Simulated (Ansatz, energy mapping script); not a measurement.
# MnS in the rock-salt structure: J from the energies of magnetic orders, part 2 of 2

How strongly do the moments of MnS in the rock-salt structure couple under PBE+U (4.4 eV)? The plan is to run several orders and fit a Heisenberg model.

PBE with U = 4.4 eV on Mn d, ortho-atomic projectors; plane waves, U on orthogonalised atomic orbitals unless named otherwise, collinear spin, no spin–orbit coupling.

So far. Step 9 (Order 6: uncompensated ++−, cell C of 6 atoms): The run ends ferrimagnetic, 25.24 meV a magnetic atom below the parallel order of its cell. Step 10 (Order 7: parallel, cell D of 6 atoms): The run ends ferromagnetic. For each magnetic atom its energy differs from the parallel run of the first cell by 0.01 meV, an error that one common reference would have brought in.

**11. Run 8 (uncompensated ++−; cell D, 6 atoms)**

This order reverses 6.67 of the 12 neighbours at 3.77 Å, 2.67 of the 6 neighbours at 5.33 Å and 8 of the 24 neighbours at 6.52 Å, counted for an average magnetic atom.

input.yaml reads:

```yaml
crystal:
  lattice:
    - [0.0, -2.663168897, -2.663168897]
    - [-5.326337794, 0.0, 0.0]
    - [2.663168897, 5.326337794, -2.663168897]
  atoms:
    - { symbol: Mn, position: [0.666666667, 0.666666667, 0.333333333], spin: 4.5 }
    - { symbol: Mn, position: [0.333333333, 0.333333333, 0.666666667], spin: 4.5 }
    - { symbol: Mn, position: [0.0, 0.0, 0.0], spin: -4.5 }
    - { symbol: S, position: [0.666666667, 0.166666667, 0.333333333] }
    - { symbol: S, position: [0.333333333, 0.833333333, 0.666666667] }
    - { symbol: S, position: [0.0, 0.5, 0.0] }
magnetization:
  spin_polarized: true
kpoints:
  mp_grid: { grid: [7, 7, 7] }
hamiltonian:
  xc: pbe
  hubbard:
    sites:
      - { species: Mn, l: d, u_eff: 4.4 }
      - { site: 0, l: d, u_eff: 4.4, starting_ns: [{ spin: up, occupation_matrix: mn1_major }, { spin: down, occupation_matrix: mn1_minor }] }
      - { site: 1, l: d, u_eff: 4.4, starting_ns: [{ spin: up, occupation_matrix: mn1_major }, { spin: down, occupation_matrix: mn1_minor }] }
      - { site: 2, l: d, u_eff: 4.4, starting_ns: [{ spin: up, occupation_matrix: mn1_minor }, { spin: down, occupation_matrix: mn1_major }] }
    projectors: ortho-atomic
    occupation_matrices:
      mn1_major:
        matrix:
          - [0.994, 0.0, 0.0, 0.0, 0.0]
          - [0.0, 0.999, 0.0, 0.0, 0.0]
          - [0.0, 0.0, 0.999, 0.0, 0.0]
          - [0.0, 0.0, 0.0, 0.994, 0.0]
          - [0.0, 0.0, 0.0, 0.0, 0.999]
      mn1_minor:
        matrix:
          - [0.095, 0.0, 0.0, 0.0, 0.0]
          - [0.0, 0.021, 0.0, 0.0, 0.0]
          - [0.0, 0.0, 0.021, 0.0, 0.0]
          - [0.0, 0.0, 0.0, 0.095, 0.0]
          - [0.0, 0.0, 0.0, 0.0, 0.021]
scf:
  occupations: { method: fermi_dirac, width: 0.04 }
output:
  eigenvalues: true
```

Run with:

```bash
$ ansatz run input.yaml --threads 4 --pin off --max-ram 8192MiB --backend cpu --events-out ev --progress --plain --runs-dir out
```

It took 18 s on 4 threads of Arm Neoverse V1, shared host; peak memory 0.84 GiB; 69 s of CPU time.

The run ends ferrimagnetic, 22.66 meV a magnetic atom below the parallel order of its cell.

**12. The fit**

Each energy difference is a sum of couplings weighted by the pairs that the order reverses. A few near shells are fitted to the differences by least squares. Energies are those extrapolated to zero occupation width, not the free energies F.

Energies from the parallel order of the same cell:

| order | atoms | energy (meV a magnetic atom) | moments (μB) | moments kept as typed | opposed neighbours at 3.77, 5.33, 6.52 Å |
| --- | --- | --- | --- | --- | --- |
| parallel in cell A | 4 | 0.00 | 4.57 | yes | 0, 0, 0 |
| compensated +− in cell A | 4 | -31.57 | 4.50 | yes | 6, 6, 12 |
| parallel in cell B | 4 | 0.00 | 4.57 | yes | 0, 0, 0 |
| compensated +− in cell B | 4 | -11.78 | 4.55 | yes | 8, 0, 16 |
| parallel in cell C | 6 | 0.00 | 4.57 | yes | 0, 0, 0 |
| uncompensated ++− in cell C | 6 | -25.24 | 4.50 to 4.53 | yes | 4, 4, 12 |
| parallel in cell D | 6 | 0.00 | 4.57 | yes | 0, 0, 0 |
| uncompensated ++− in cell D | 6 | -22.66 | 4.51 to 4.54 | yes | 6.67, 2.67, 8 |

Fitted to E = −Σ J e·e over ordered pairs of unit vectors (J > 0 favours parallel moments):

| pair | distance (Å) | neighbours | J (meV) |
| --- | --- | --- | --- |
| Mn–Mn | 3.77 | 12 | -0.706 |
| Mn–Mn | 5.33 | 6 | -2.03 |
| Mn–Mn | 6.52 | 24 | -0.0423 |

Adding the shell at 7.53 Å gives -0.38, -1.9, -0.18 and -0.35 meV and a mean-field temperature of 55.7 K, an exact solve that tests nothing.

In mean field these couplings order at 94.4 K, at q = (0.50, 0.50, 0.50) in fractions of the conventional cell's reciprocal vectors, and give a Curie–Weiss temperature of -168 K.

**13. Finite temperature**

Mean field ignores fluctuations and overstates the ordering temperature, so the model is also sampled. The heat capacity peaks where order sets in.

Classical unit spins with these couplings on 8×8×4 copies of a cell that holds the lowest order (512 spins), heat-bath sweeps, cooled from random directions, 1009 sweeps to settle and 3027 measured at each temperature, averaged over 4 runs.

| T (K) | order along the lowest pattern | net moment | heat capacity (k_B a spin) |
| --- | --- | --- | --- |
| 11.3 | 0.47 | 0.01 | 1.08 |
| 19.4 | 0.40 | 0.01 | 1.09 |
| 31.4 | 0.34 | 0.01 | 1.17 |
| 39.5 | 0.37 | 0.01 | 1.29 |
| 47.5 | 0.35 | 0.02 | 1.42 |
| 59.6 | 0.28 | 0.02 | 1.80 |
| 63.6 | 0.25 | 0.02 | 1.86 |
| 67.6 | 0.22 | 0.02 | 1.92 |
| 75.7 | 0.16 | 0.02 | 1.14 |
| 83.7 | 0.12 | 0.02 | 0.69 |
| 95.8 | 0.09 | 0.02 | 0.37 |
| 104 | 0.08 | 0.02 | 0.28 |

The smoothed heat capacity peaks at 64.2 K. The order column follows one pattern alone; equivalent domains or another pattern share the rest.

**14. Outcome**

| Property | Result |
| --- | --- |
| lowest order tried | compensated +− in cell A |
| largest fitted value, Mn–Mn at 5.33 Å | -2.03 meV |
| ordering temperature, mean field | 94.4 K |
| heat-capacity peak, Monte Carlo | 64.2 K |

What this shows: Of the orders tried, MnS in the rock-salt structure prefers the order “compensated +− in cell A” under PBE+U (4.4 eV), with 6 of 12 neighbours at 3.77 Å, 6 of 6 neighbours at 5.33 Å and 12 of 24 neighbours at 6.52 Å opposed. The largest fitted coupling is the Mn–Mn pair at 5.33 Å, antiferromagnetic at -2.0 meV, across a ligand at about 180°. It also takes up the part of reversed shells that are not fitted, so neither its size nor its rank as a single path is established. The orders also reverse pairs at 7.53 Å, which are not fitted, so the fitted values hold their part too. With 4 differences for 3 couplings the fit misses by 2.3 meV at most, which is not small: farther shells, terms beyond the Heisenberg form or the mesh can cause that. In the fitted orders moments change by up to 1.5 % against the parallel run of the same cell, so their size stays put. One more shell, at 7.53 Å, moves the mean-field temperature from 94.4 to 55.7 K, so the temperatures, and any agreement with experiment, hang on where the fit is cut. Monte Carlo puts the peak at 0.68 of the mean-field temperature, since mean field leaves out fluctuations. In tests on simple cubic and body-centred models such peaks lay 5 to 6 % under the bulk value. On cooling, the order along the one computed pattern stays at or under 0.47: the model settles in an equivalent domain, a degenerate mixture or another order. The parallel order holds 5 μB a magnetic atom, spin 2.5; the common factor (S+1)/S would raise the classical 64.2 K to 89.9 K, a correction that often overshoots. The classical value and the one scaled by (S+1)/S differ by a factor of 1.4, so closeness of either to the measured temperature is partly a matter of convention. The cell was built from a prototype and relaxed; a distortion that needs a larger cell, or another structure that the compound may prefer, is not captured.

Comparison with the measured values:

| quantity | measured | PBE (U 4.6 eV) | PBE+U (4.4 eV), Monte Carlo | PBE+U (4.4 eV), Monte Carlo × (S+1)/S |
| --- | --- | --- | --- | --- |
| lattice constant a (Å) | 5.224 | 5.326 (+2.0 %) | - | - |
| ordering temperature (spin model) (K) | 150 | - | 64 (-57.2 %) | 90 (-40.1 %) |

Measured values from arxiv:1108.4537 (2011).

**Verdict.** The lattice constant a is off by +2.0 %. The ordering temperature is off by -57.2 % at PBE+U (4.4 eV), Monte Carlo: a clear miss. Of the levels listed, nearest comes PBE+U (4.4 eV), Monte Carlo × (S+1)/S (-40.1 %). A U picked for its result is no test. The grades are ours: good and fair within 0.7 and 1.5 % for the lattice constant a. For lattice constants the calculation has a static lattice, without zero-point motion or thermal expansion (measured at up to 300 K).

[Logs and program files are shortened in this print: banners, set-up blocks, solver, clock and traceback lines can be left out without a mark of their own.]

[Logs are printed without paths, hosts, clocks, repeated set-up lines and the standing remarks that a program may print on its own settings, such as how far it seeks lower states.]

[Hosts, paths, dates, database ids (printed as entryN), source tags and the programs' standing remarks are cut or masked in the printed files.]

[Where a cell is said to come from a database of computed structures, the database is the Materials Project.]
